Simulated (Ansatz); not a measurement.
# CrSi2As4 monolayer in a perpendicular field, part 2 of 3

Aim: how the CrSi2As4 monolayer screens a field along its normal, and what the field does to its bands. A positive field points along +c.

Ansatz 0.2.0; plane-wave DFT, PBE-D3(BJ), Ansatz PAW (set soft_1); PAW set soft_1.

So far. Step 2 (Relaxing the slab): The lattice constant a goes from 3.630 to 3.602 Å.

**3. Atoms held, field 0**

A sawtooth potential applies the field, turning back in the middle of the vacuum. With the dipole correction the typed value is the field outside the slab. The induced dipole is small, so the SCF threshold is tight.

The cell differs from the one that the last finished run ended in (c 47.808 → 27.723 Å).

Input file input.yaml:

```yaml
crystal:
  lattice:
    - [3.6020674941, 0.0, 0.0]
    - [-1.801033747, 3.119481956, 0.0]
    - [0.0, 0.0, 27.722604123]
  atoms:
    - { symbol: As, position: [0.0, 0.0, 0.3246448263], spin: -0.01 }
    - { symbol: Si, position: [0.3333333333, 0.6666666667, 0.3649463898], spin: 0.01 }
    - { symbol: As, position: [0.3333333333, 0.6666666667, 0.4500194262], spin: -0.1 }
    - { symbol: Cr, position: [0.0, 0.0, 0.5], spin: 2.03 }
    - { symbol: As, position: [0.3333333333, 0.6666666667, 0.5499805738], spin: -0.1 }
    - { symbol: Si, position: [0.3333333333, 0.6666666667, 0.6350536102], spin: 0.01 }
    - { symbol: As, position: [0.0, 0.0, 0.6753551737], spin: -0.01 }
magnetization:
  spin_polarized: true
kpoints:
  mp_grid: { grid: [18, 18, 1] }
  band_path:
    path: [[0, 0, 0], [0.5, 0, 0], [0.33333333, 0.33333333, 0], [0, 0, 0]]
    npoints: 16
hamiltonian:
  xc: pbe
  dispersion: d3bj
  pseudopotentials: { kind: paw, azcp: { folder: soft_1 } }
scf:
  occupations: { method: fermi_dirac, width: 0.02585 }
  convergence: { dr2_threshold: 1.0e-10 }
efield:
  axis: 3
  dipole_correction: true
  ramp_position: 0.97
  ramp_width: 0.06
  amplitude: 0
output:
  dos: { projected: true, e_range: [-6, 5] }
  write_potential: true
  write_density: true
  volumetric_format: npy
  elf: true
```

Launch:

```sh
ansatz run input.yaml --threads 4 --pin off --max-ram 6144MiB --backend cpu --events-out ev --progress --plain --runs-dir out
```

Numbers of over 12 decimals in the logs are rounded to 6 here.

The program printed:

```text
[...]
Crystal: 7 atoms, lattice volume = 311.507 Å³
Basis set: ecut = 420 eV, 5997 PW (Γ)
Bands: 51, of which v1, the nominal top of the filled ones, is band 41 counted from 1 (40 counted from 0)
Symmetry: 6 space group operations
k-points: 37 of 324 (time reversal used)
[...]
Starting moments: Σ|m| = 2.27 μB on 7 of 7 sites
[...]
SCF iter   1: F=—  HF=-24071.681948 eV  |F-HF|=—  |Δ(HF+E_count)|=         —  Δρ=4.08e-2 (↑4.08e-2 ↓1.41e-2)  dr2=6.42e0  dr2_m=1.30e0  M=0.249 μB ∫|m|=0.859 μB  β_m=0.35  ethr=3.10e-3  p=0.000 e·Å  D=1.51e-13 V/Å  ΔV_dip=-0.00 eV  dr2_dipole=1.66e-8  V_vac-E_F(+/−)=5.28/5.28 eV  ⟨swp⟩=10.4  Hψ=17393  notcnv=0
[...]
efield: sawtooth ramp at fractional position 0.9700 (set: `efield.ramp_position`, or a place that a band, a saddle search or an elastic batch's reference lends), width 0.0600; the density the first Hamiltonian is built on has a dipole p = 0.000 e·Å; the dipole correction subtracts the counter field D = 1.51e-13 V/Å, which shifts the + side's vacuum level by -0.00 eV against the − side's; the planar-averaged density in the ramp window peaks in size at 5.8e-6 e/Å³
[...]
SCF iter   2: F=—  HF=-24073.779729 eV  |F-HF|=—  |Δ(HF+E_count)|=    2.10e0  Δρ=2.42e-2 (↑2.42e-2 ↓1.28e-2)  dr2=1.39e0  dr2_m=7.48e-1  M=0.165 μB ∫|m|=0.650 μB  β_m=0.46  ethr=3.10e-3  p=-0.000 e·Å  D=-1.29e-5 V/Å  ΔV_dip=0.00 eV  dr2_dipole=9.18e-9  V_vac-E_F(+/−)=4.25/4.25 eV  ⟨swp⟩=3.0  Hψ=8567  notcnv=0  defer=197
density mixer auto → msr1: a metal under ldos (density of states about μ 0.62 of a free-electron gas's, 60 screened modes)
SCF iter   3: F=—  HF=-24076.225486 eV  |F-HF|=—  |Δ(HF+E_count)|=    2.45e0  Δρ=9.46e-3 (↑9.46e-3 ↓7.28e-3)  dr2=5.99e-1  dr2_m=1.65e-1  M=0.120 μB ∫|m|=0.400 μB  β_m=0.48  ethr=1.70e-3  p=-0.000 e·Å  D=-2.20e-6 V/Å  ΔV_dip=0.00 eV  dr2_dipole=1.16e-8  V_vac-E_F(+/−)=5.20/5.20 eV  ⟨swp⟩=3.6  Hψ=5562  notcnv=0  defer=197
[...]
SCF iter  18: F=-24076.607912 eV  HF=-24076.607912 eV  |F-HF|=2.55e-11  |Δ(HF+E_count)|=  7.28e-12  Δρ=4.99e-8 (↑1.77e-8 ↓4.99e-8)  dr2=3.39e-11  dr2_m=1.06e-12  M=-0.000 μB ∫|m|=0.000 μB  ethr=1.00e-12  p=0.000 e·Å  D=2.53e-7 V/Å  ΔV_dip=-0.00 eV  dr2_dipole=5.31e-12  V_vac-E_F(+/−)=4.79/4.79 eV  ⟨swp⟩=11.0  Hψ=12883  notcnv=0
[...]
SCF 1 converged in 18 iterations: F = -24076.607912 eV  dr2 = 3.39e-11
[...]
SCF iter   1: F=—  HF=-24076.607912 eV  |F-HF|=—  |Δ(HF+E_count)|=         —  Δρ=4.88e-8 (↑1.77e-8 ↓4.88e-8)  dr2=3.36e-11  dr2_m=1.02e-12  M=-0.000 μB ∫|m|=0.000 μB  ethr=1.00e-12  p=0.000 e·Å  D=2.53e-7 V/Å  ΔV_dip=-0.00 eV  dr2_dipole=5.35e-12  V_vac-E_F(+/−)=4.79/4.79 eV  ⟨swp⟩=1.0  Hψ=18133  notcnv=0
efield: sawtooth ramp at fractional position 0.9700 (kept from the solve that this one continues, or follows in the run), width 0.0600; the density the first Hamiltonian is built on has a dipole p = 0.000 e·Å; the dipole correction subtracts the counter field D = 2.53e-7 V/Å, which shifts the + side's vacuum level by -0.00 eV against the − side's; the planar-averaged density in the ramp window peaks in size at 5.9e-6 e/Å³
[...]
SCF iter   2: F=—  HF=-24076.858557 eV  |F-HF|=—  |Δ(HF+E_count)|=   2.51e-1  Δρ=1.53e-2 (↑1.53e-2 ↓6.91e-3)  dr2=3.46e0  dr2_m=5.36e-2  M=1.761 μB ∫|m|=2.499 μB  ethr=1.22e-6  p=-0.000 e·Å  D=-2.34e-6 V/Å  ΔV_dip=0.00 eV  dr2_dipole=8.88e-10  V_vac-E_F(+/−)=3.88/3.88 eV  ⟨swp⟩=1.1  Hψ=23263  notcnv=0
[...]
SCF iter   8: F=—  HF=-24076.626988 eV  |F-HF|=—  |Δ(HF+E_count)|=  5.02e-10  Δρ=1.83e-7 (↑1.83e-7 ↓1.03e-7)  dr2=6.84e-10  dr2_m=6.45e-12  M=1.940 μB ∫|m|=2.729 μB  ethr=7.14e-12  p=0.000 e·Å  D=6.71e-7 V/Å  ΔV_dip=-0.00 eV  dr2_dipole=1.44e-10  V_vac-E_F(+/−)=4.66/4.66 eV  ⟨swp⟩=1.0  Hψ=7887  notcnv=0
this SCF's setup event announced max_iter 8: a cap that the engine derives, which gives way to 182 iterations because this look along open shells stands lower than the state that it set out from. From here on the SCF can send more iterations than it announced.
SCF iter   9: F=-24076.626988 eV  HF=-24076.626988 eV  |F-HF|=6.91e-11  |Δ(HF+E_count)|=  1.38e-10  Δρ=1.35e-8 (↑1.35e-8 ↓1.25e-8)  dr2=7.11e-12  dr2_m=1.69e-13  M=1.940 μB ∫|m|=2.729 μB  ethr=1.00e-12  p=0.000 e·Å  D=1.03e-8 V/Å  ΔV_dip=-0.00 eV  dr2_dipole=4.47e-13  V_vac-E_F(+/−)=4.66/4.66 eV  ⟨swp⟩=2.0  Hψ=9399  notcnv=0
SCF iter  10: F=-24076.626988 eV  HF=-24076.626988 eV  |F-HF|=3.64e-11  |Δ(HF+E_count)|=  1.46e-11  Δρ=1.35e-8 (↑1.35e-8 ↓1.26e-8)  dr2=7.14e-12  dr2_m=1.71e-13  M=1.940 μB ∫|m|=2.729 μB  ethr=1.00e-12  p=0.000 e·Å  D=1.03e-8 V/Å  ΔV_dip=-0.00 eV  dr2_dipole=4.46e-13  V_vac-E_F(+/−)=4.66/4.66 eV  ⟨swp⟩=2.0  Hψ=9534  notcnv=0
[...]
SCF 2 converged in 10 iterations: F = -24076.626988 eV  dr2 = 7.14e-12
[...]
SCF iter   2: F=-24076.626988 eV  HF=-24076.626988 eV  |F-HF|=2.91e-11  |Δ(HF+E_count)|=  2.18e-11  Δρ=5.87e-9 (↑5.86e-9 ↓5.87e-9)  dr2=1.42e-12  dr2_m=4.94e-15  M=1.940 μB ∫|m|=2.729 μB  ethr=1.00e-12  p=-0.000 e·Å  D=-1.95e-8 V/Å  ΔV_dip=0.00 eV  dr2_dipole=2.31e-13  V_vac-E_F(+/−)=4.66/4.66 eV  ⟨swp⟩=7.4  Hψ=9445  notcnv=0
[...]
SCF 3 converged in 2 iterations: F = -24076.626988 eV  dr2 = 1.42e-12
[...]
SCF iter   4: F=—  HF=-24076.608009 eV  |F-HF|=—  |Δ(HF+E_count)|=   2.32e-2  Δρ=1.70e-4 (↑1.70e-4 ↓1.35e-4)  dr2=3.40e-4  dr2_m=8.52e-6  M=-0.000 μB ∫|m|=0.005 μB  ethr=1.79e-6  p=-0.000 e·Å  D=-2.71e-5 V/Å  ΔV_dip=0.00 eV  dr2_dipole=1.45e-7  V_vac-E_F(+/−)=4.79/4.79 eV  ⟨swp⟩=1.0  Hψ=12502  notcnv=0
an SCF towards the filling of the open d shells in which the orbitals that avoid the neighbouring atoms hold both spins ahead of the others, with the run's symmetry operations kept, reached no lower state that the run goes on to. This is no proof of a minimum
[...]
NSCF: frozen V_eff on 49 k-points
[...]
SCF converged after 2 iterations
Magnetization: 1.9396 μB (41.9698 up, 40.0302 down)
Absolute magnetization: 2.7239 μB (∫|ρ↑−ρ↓|, with the PAW one-centre terms)
[...]
Per-site moments (μB) at R_I (Å): [(-0.00730929, 0.973818), (0.00834684, 0.972859), (-0.102780, 0.972859), (2.042388, 1.030823), (-0.102780, 0.972859), (0.00834684, 0.972859), (-0.00730928, 0.973818)]
Free energy (F): -24076.626988 eV
[...]
Internal energy: -24076.623872 eV  (E = F + TS)
E sigma→0 (E₀):  -24076.625430 eV
Entropy (-TS):   -0.003116 eV (-0.445 meV/atom)
Fermi energy:    1.661380 eV
Dipole field:    D = 0.000000 V/Å  (p = 0.000001 e·Å, saw-weighted, corrected)
Work function:   Φ+ = 4.6567 eV   Φ− = 4.6567 eV
Levels:          The Fermi level and band energies are counted from a zero that moves with the ramp; work functions are not
[...]
--- Band table (eV; the first three rows and the last of 74) ---
  k-point 0 ↑: bands = [... 37 lower, 0.8134, 0.8134, 0.8463, 0.8463, 3.8367, 3.8367, 3.8932, 3.9387, ... 6 higher]
  k-point 1 ↑: bands = [... 37 lower, 0.6428, 0.6746, 0.7209, 0.7609, 3.5968, 3.7398, 3.7959, 3.9833, ... 6 higher]
  k-point 2 ↑: bands = [... 37 lower, 0.4840, 0.5490, 0.5727, 0.6688, 3.1214, 3.3274, 3.6375, 4.0772, ... 6 higher]
  k-point 36 ↓: bands = [... 37 lower, -0.9885, -0.2290, 0.4375, 2.3797, 2.9706, 3.0699, 3.1315, 3.3725, ... 6 higher]
```

The job ended after 6.7 min (4 threads of Arm Neoverse V1, shared host; peak memory 2.5 GiB).

Reading the cycles: dr2 is the Hartree energy of the density residual (eV), the measure of convergence; HF is the Harris–Foulkes estimate of the energy, which meets the free energy F at convergence.

This step gave:

* energy at zero smearing: -24076.6254 eV
* total moment: 1.940 μB
* site moments: -0.007309, 0.008347, -0.1028, 2.042, -0.1028, 0.008347, -0.007309 μB
* work function, upper face: 4.657 eV
* dipole along the normal: 8.59e-7 e·Å

Running mean over a fixed 2.7 Å (it still follows the layers) of the planar mean; the ramp of the sawtooth is left out. Table of electron's electrostatic potential energy less the Fermi level by z:

| z (Å) | electron's electrostatic potential energy less the Fermi level (eV) |
| --- | --- |
| 4 | 4.66 |
| 5 | 4.65 |
| 6 | 4.60 |
| 7 | 3.69 |
| 8 | 0.890 |
| 9 | -3.59 |
| 10 | -4.39 |
| 11 | -3.11 |
| 12 | -1.80 |
| 13 | -4.39 |
| 14 | -5.15 |
| 15 | -3.59 |
| 16 | -1.73 |
| 17 | -3.73 |
| 18 | -4.76 |
| 19 | -2.49 |
| 20 | 1.82 |
| 21 | 4.20 |
| 22 | 4.63 |
| 23 | 4.66 |
| 24 | 4.66 |

The density of states has structure finer than the step of the table below, so its rows give means over 0.2 eV, whole bins alone (the curve runs from -6 to 1.99 eV). Peaks (eV: height): total -4.10: 10.8, -2.75: 9.09, -2.61: 8.30, -2.39: 8.24, -1.51: 9.54, -1.37: 13.0, 1.72: 10.1; up -4.10: 6.69, -3.55: 5.46, -2.86: 4.79, -2.14: 5.83, -2.03: 5.62, -1.53: 6.61, 1.14: 4.76; down -4.04: 4.88, -2.75: 5.56, -2.39: 4.75, -1.92: 4.60, -1.37: 9.83, 1.22: 5.32, 1.72: 7.76.

The density of states by energy, zero at the Fermi level; means over each step; values in states/eV a cell:

| energy (eV) | total | up | down |
| --- | --- | --- | --- |
| -5.8 | 0.484 | 0.242 | 0.242 |
| -5.6 | 0.945 | 0.423 | 0.522 |
| -5.4 | 1.32 | 0.874 | 0.449 |
| -5.2 | 2.49 | 1.75 | 0.743 |
| -5.0 | 5.10 | 2.50 | 2.60 |
| -4.8 | 3.16 | 1.69 | 1.48 |
| -4.6 | 2.89 | 1.24 | 1.65 |
| -4.4 | 2.31 | 1.30 | 1.01 |
| -4.2 | 4.34 | 2.46 | 1.88 |
| -4.0 | 4.70 | 2.11 | 2.58 |
| -3.8 | 2.16 | 1.05 | 1.11 |
| -3.6 | 3.51 | 2.17 | 1.34 |
| -3.4 | 4.01 | 1.84 | 2.17 |
| -3.2 | 3.30 | 1.52 | 1.78 |
| -3.0 | 4.29 | 2.57 | 1.72 |
| -2.8 | 7.31 | 3.74 | 3.57 |
| -2.6 | 6.11 | 3.36 | 2.75 |
| -2.4 | 6.85 | 3.49 | 3.36 |
| -2.2 | 5.06 | 2.84 | 2.23 |
| -2.0 | 6.50 | 4.20 | 2.30 |
| -1.8 | 5.94 | 3.69 | 2.25 |
| -1.6 | 7.34 | 4.93 | 2.40 |
| -1.4 | 8.90 | 3.86 | 5.04 |
| -1.2 | 5.85 | 1.86 | 3.99 |
| -1.0 | 2.72 | 1.44 | 1.29 |
| -0.8 | 1.44 | 0.790 | 0.647 |
| -0.6 | 1.42 | 0.941 | 0.481 |
| -0.4 | 0.695 | 0.543 | 0.152 |
| -0.2 | 1.61 | 1.61 | 0 |
| 0.0 | 1.67 | 1.27 | 0.408 |
| 0.2 | 1.84 | 0.901 | 0.938 |
| 0.4 | 2.54 | 0.705 | 1.84 |
| 0.6 | 1.85 | 0.577 | 1.27 |
| 0.8 | 1.73 | 1.26 | 0.466 |
| 1.0 | 2.50 | 2.50 | 0 |
| 1.2 | 4.03 | 2.60 | 1.43 |
| 1.4 | 3.50 | 1.40 | 2.10 |
| 1.6 | 5.96 | 1.67 | 4.29 |
| 1.8 | 7.61 | 2.23 | 5.38 |

Projected DOS per atom over height of the atomic layer and energy from the Fermi level. Layers: As Si As Cr As Si As from below.

Values in states/eV, 22 rows by 7 columns, each cell a mean:
```
0.52 0.64 0.61 3.01 0.61 0.64 0.52
0.40 0.46 0.33 1.50 0.33 0.46 0.40
0.27 0.23 0.43 1.28 0.43 0.23 0.27
0.07 0.07 0.18 1.04 0.18 0.07 0.07
0.06 0.06 0.18 1.56 0.18 0.06 0.06
0.05 0.04 0.21 1.05 0.21 0.04 0.05
0.03 0.02 0.10 0.77 0.10 0.02 0.03
0.06 0.02 0.14 0.98 0.14 0.02 0.06
0.53 0.19 0.69 1.21 0.69 0.19 0.53
0.93 0.28 1.19 3.34 1.19 0.28 0.93
0.96 0.37 0.87 2.00 0.87 0.37 0.96
0.93 0.44 0.71 1.17 0.71 0.44 0.93
1.16 0.60 0.90 1.05 0.90 0.60 1.16
0.88 0.66 0.87 0.81 0.87 0.66 0.88
0.61 0.42 0.49 0.44 0.49 0.42 0.61
0.51 0.39 0.44 0.43 0.44 0.39 0.51
0.64 0.58 0.63 0.47 0.63 0.58 0.64
0.30 0.30 0.50 0.31 0.50 0.30 0.30
0.32 0.39 0.68 0.33 0.68 0.39 0.32
0.49 0.61 0.76 0.29 0.76 0.61 0.49
0.23 0.19 0.13 0.02 0.13 0.19 0.23
0.11 0.10 0.04 0.01 0.04 0.10 0.11
```
Columns: height of the atomic layer (Å) from 9 to 18.7 (not evenly spaced); rows upwards: energy from the Fermi level (eV) from -5.96 to 1.96.

Projected DOS per atom, spin up over height of the atomic layer and energy from the Fermi level. Layers: As Si As Cr As Si As from below.

Values in states/eV, 22 rows by 7 columns, each cell a mean:
```
0.24 0.34 0.28 0.30 0.28 0.34 0.24
0.14 0.17 0.22 0.28 0.22 0.17 0.14
0.23 0.17 0.40 1.00 0.40 0.17 0.23
0.04 0.03 0.17 0.39 0.17 0.03 0.04
0.03 0.01 0.15 0.36 0.15 0.01 0.03
0.04 0.02 0.20 0.75 0.20 0.02 0.04
0.02 0.02 0.09 0.69 0.09 0.02 0.02
0.02 0.01 0.04 0.71 0.04 0.01 0.02
0.23 0.10 0.16 0.62 0.16 0.10 0.23
0.42 0.15 0.38 2.34 0.38 0.15 0.42
0.53 0.19 0.46 1.62 0.46 0.19 0.53
0.45 0.21 0.41 0.94 0.41 0.21 0.45
0.57 0.30 0.44 0.80 0.44 0.30 0.57
0.48 0.34 0.44 0.58 0.44 0.34 0.48
0.27 0.21 0.20 0.29 0.20 0.21 0.27
0.27 0.20 0.24 0.32 0.24 0.20 0.27
0.31 0.28 0.28 0.28 0.28 0.28 0.31
0.16 0.16 0.27 0.20 0.27 0.16 0.16
0.15 0.18 0.32 0.19 0.32 0.18 0.15
0.25 0.32 0.43 0.21 0.43 0.32 0.25
0.12 0.10 0.07 0.01 0.07 0.10 0.12
0.05 0.05 0.02 0.01 0.02 0.05 0.05
```
Columns: height of the atomic layer (Å) from 9 to 18.7 (not evenly spaced); rows upwards: energy from the Fermi level (eV) from -5.96 to 1.96.

Projected DOS per atom, spin down over height of the atomic layer and energy from the Fermi level. Layers: As Si As Cr As Si As from below.

Ten even steps from '0' (0.00 states/eV) to '9' (2.70 states/eV), each cell a mean:
```
1119111
0104010
0001000
0002000
0004000
0001000
0000000
0000000
1012101
1033301
1011101
1010101
2110112
1110111
1010101
0000000
1110111
0000000
0010100
0110110
0000000
0000000
```
Columns: height of the atomic layer (Å) from 9 to 18.7 (not evenly spaced); rows upwards: energy from the Fermi level (eV) from -5.96 to 1.96.

Deep bands are left out, so band numbers here count from the lowest band kept and differ from the log's. Electronic bands along the path, in eV, zero at the Fermi level; # counts the bands kept:

| point | up #12 | up #14 | up #15 | up #16 | down #9 | down #11 | down #12 | down #13 |
| --- | --- | --- | --- | --- | --- | --- | --- | --- |
| Γ | -0.82 | 2.18 | 2.18 | 2.23 | -0.79 | -0.40 | -0.40 | 0.75 |
| halfway | -1.42 | 0.39 | 1.10 | 1.15 | -1.84 | -1.19 | -1.05 | 0.46 |
| M | -1.70 | -0.61 | -0.04 | 0.96 | -2.28 | -1.53 | -0.98 | -0.06 |
| halfway | -1.53 | -0.84 | -0.27 | 0.96 | -2.40 | -1.90 | -1.37 | 0.38 |
| K | -1.21 | -1.10 | -0.23 | 0.79 | -2.97 | -1.89 | -1.22 | 0.72 |
| halfway | -1.49 | 0.24 | 0.51 | 1.12 | -1.98 | -1.35 | -1.21 | 0.46 |
| Γ | -0.82 | 2.18 | 2.18 | 2.23 | -0.79 | -0.40 | -0.40 | 0.75 |

Spin density in the ca plane at fractional y = 0.667, with atoms of Si and As within 0.2 Å of it.

Ten even steps from '0' (-0.03 e/Å³) to '9' (0.12 e/Å³), each cell a mean:
```
22222222222222222211123696321112222222222222
22222222222222222211223796322112222222222222
22222222222222222111112575211111222222222222
22222222222222222110001342100011222222222222
22222222222222222210000121000112222222222222
22222222222222222221320111023122222222222222
22222222222222222211210111012112222222222222
22222222222222222110000222000012222222222222
22222222222222222111012453200111222222222222
```
Columns run along c (16.0 Å, from fractional 0.19 to 0.76 of the cell), rows up along a (3.6 Å). Atoms in or near the plane, at fractional coordinates: Si at (0.36, 0.33), As at (0.45, 0.33), As at (0.55, 0.33), Si at (0.64, 0.33).

ELF in the ca plane at fractional y = 0.667, with atoms of Si and As within 0.2 Å of it. It is the smooth field of the valence electrons, not physical close to the nuclei.

Ten even steps from '0' (0.00) to '9' (0.86), each cell a mean:
```
00000146776666531113442111344311135666777631
00000246877665420002331111233100124566777642
00000135666677642235664212566432246776666421
00000012345789766666787425787666667987543100
00000000013676568875456535654579865675310000
00000000002444569972125435511379965444200000
00000000012554469973136535521479954455210000
00000001124688667776677535776677766886421000
00000013456788754456786323787654468887654310
```
Columns run along c (16.0 Å, from fractional 0.19 to 0.76 of the cell), rows up along a (3.6 Å). Atoms in or near the plane, at fractional coordinates: Si at (0.36, 0.33), As at (0.45, 0.33), As at (0.55, 0.33), Si at (0.64, 0.33).

Valence density in the ca plane at fractional y = 0.667, with atoms of Si and As within 0.2 Å of it. It is the smooth field of the valence electrons, not physical close to the nuclei.

Values in e/Å³, 5 rows by 16 columns, each cell a mean:
```
 0  0  0  0  0  0  0  0  0  0  0  0  0  0  0  0
 0  0  0  0  0  0  0  0  0  0  0  0  0  0  0  0
 0  0  0  0  0  0  1  6  1  1  6  0  0  0  0  0
 0  0  0  0  0  0  1 15  1  3 13  1  0  0  0  0
 0  0  0  0  0  0  0  1  0  0  1  0  0  0  0  0
```
Columns run along c (16.0 Å, from fractional 0.19 to 0.76 of the cell), rows up along a (3.6 Å). Atoms in or near the plane, at fractional coordinates: Si at (0.36, 0.33), As at (0.45, 0.33), As at (0.55, 0.33), Si at (0.64, 0.33).

The work function of the upper face is 4.66 eV.

**4. Atoms held, field 0.1 V/Å**

Changes to input.yaml since step 3:

```diff
@@ -30,7 +30,6 @@
   dipole_correction: true
-  ramp_position: 0.97
-  ramp_width: 0.06
-  amplitude: 0
+  ramp_position: 0.96
+  ramp_width: 0.0801
+  amplitude: 0.1
 output:
-  dos: { projected: true, e_range: [-6, 5] }
   write_potential: true
@@ -38,2 +37 @@
   volumetric_format: npy
-  elf: true
```

The program printed:

```text
[...]
Crystal: 7 atoms, lattice volume = 311.507 Å³
Basis set: ecut = 420 eV, 5997 PW (Γ)
Bands: 51, of which v1, the nominal top of the filled ones, is band 41 counted from 1 (40 counted from 0)
Symmetry: 6 space group operations
k-points: 37 of 324 (time reversal used)
[...]
Starting moments: Σ|m| = 2.27 μB on 7 of 7 sites
[...]
k-point 0 ↑: bands = [... 37 lower, 0.8037, 0.8037, 0.8551, 0.8551, 3.8354, 3.8354, 3.8873, 3.9388, ... 6 higher]
  k-point 1 ↑: bands = [... 37 lower, 0.6379, 0.6787, 0.7125, 0.7684, 3.5954, 3.7398, 3.7951, 3.9830, ... 6 higher]
  k-point 2 ↑: bands = [... 37 lower, 0.4786, 0.5535, 0.5710, 0.6695, 3.1202, 3.3272, 3.6369, 4.0767, ... 6 higher]
  k-point 36 ↓: bands = [... 37 lower, -0.9890, -0.2299, 0.4377, 2.3792, 2.9699, 3.0691, 3.1310, 3.3721, ... 6 higher]
[key lines of the parts left out:]
SCF converged after 2 iterations
Magnetization: 1.9396 μB (41.9698 up, 40.0302 down)
Free energy (F): -24076.630668 eV
Fermi energy:    1.660843 eV
Dipole field:    D = 0.042750 V/Å  (p = 0.073595 e·Å, saw-weighted, corrected)
```

Elapsed: 9.2 min, on 4 threads; peak memory 2.5 GiB.

The dipole is 0.0736 e·Å.

[end of part 2 of 3]

[Logs are printed without paths, hosts, clocks, repeated set-up lines and the standing remarks that a program may print on its own settings, such as how far it seeks lower states.]

[Hosts, paths, dates, database ids (printed as entryN), source tags and the programs' standing remarks are cut or masked in the printed files.]

[Maps of the electrostatic potential energy from Ansatz leave out the sawtooth potential of an applied field or a dipole correction, so their vacuum need not be flat; planar profiles and work functions include it.]
